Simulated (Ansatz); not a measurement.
G0W0 rungs for KCdCO3F (P-6m2).

```cif
data_structure
_symmetry_space_group_name_H-M 'P 1'
_symmetry_Int_Tables_number 1
_cell_length_a 5.1324
_cell_length_b 5.1324
_cell_length_c 4.4324
_cell_angle_alpha 90.000
_cell_angle_beta 90.000
_cell_angle_gamma 120.000
_cell_volume 101.11
loop_
_atom_site_label
_atom_site_type_symbol
_atom_site_fract_x
_atom_site_fract_y
_atom_site_fract_z
_atom_site_occupancy
K1 K 0.00000 0.00000 0.00000 1
Cd2 Cd 0.66667 0.33333 0.50000 1
C3 C 0.33333 0.66667 0.50000 1
O4 O 0.18790 0.37579 0.50000 1
O5 O 0.18790 0.81210 0.50000 1
O6 O 0.62421 0.81210 0.50000 1
F7 F 0.66667 0.33333 0.00000 1
```

Geometry: measured cell, ions relaxed with PBE. The runs that relaxed it are not among those shown.

Runs so far (Ansatz 0.2.0, start PBE, PAW set soft_1 files, 6×6×6 mesh). Times are wall times on 1 × NVIDIA H100 80GB HBM3 (shared by 6 runs) with 3 threads of AMD EPYC 7R13 (Zen 3), shared host, good to a factor of about two.

| bands summed | cutoff (eV) | gap on the mesh (eV) | time |
| --- | --- | --- | --- |
| 110 | 50 | 3.866 | 28 s |
| 258 | 100 | 3.753 | 75 s |
| 450 | 150 | 3.865 | 2.4 min |
| 778 | 220 | 3.966 | 6.4 min |

**Question.** What should the next rung give, with 1222 bands and screening to 300 eV, and where is the limit?

The error falls about as one over the bands when the cutoff rises with them. A line through the two highest rungs given predicts 4.017 eV; the run gave 4.031 eV, close to it. The two highest rungs put the limit near 4.144 eV, the pair below near 4.105 eV; their difference is a rough measure of what is unsettled in bands and cutoff; the mesh is a separate error.

Gaps are over the mesh's points; an edge off the mesh would be missed. Limits: not at the basis limit; d shell near the gap, gap tends to lie low; no spin-orbit coupling.

[Paths, hosts, dates, memory and timing lines, banners, echoed tables and standing remarks are left out of the program output.]

[Logs are printed without paths, hosts, clocks, repeated set-up lines and the standing remarks that a program may print on its own settings, such as how far it seeks lower states.]

[Runs of the session that timed out or met a known fault of the program may be left out.]

[Cells called generated may have been cut or substituted from an entry of the Crystallography Open Database or the Materials Project.]

[Hosts, paths, dates, database ids (printed as entryN), source tags and the programs' standing remarks are cut or masked in the printed files.]
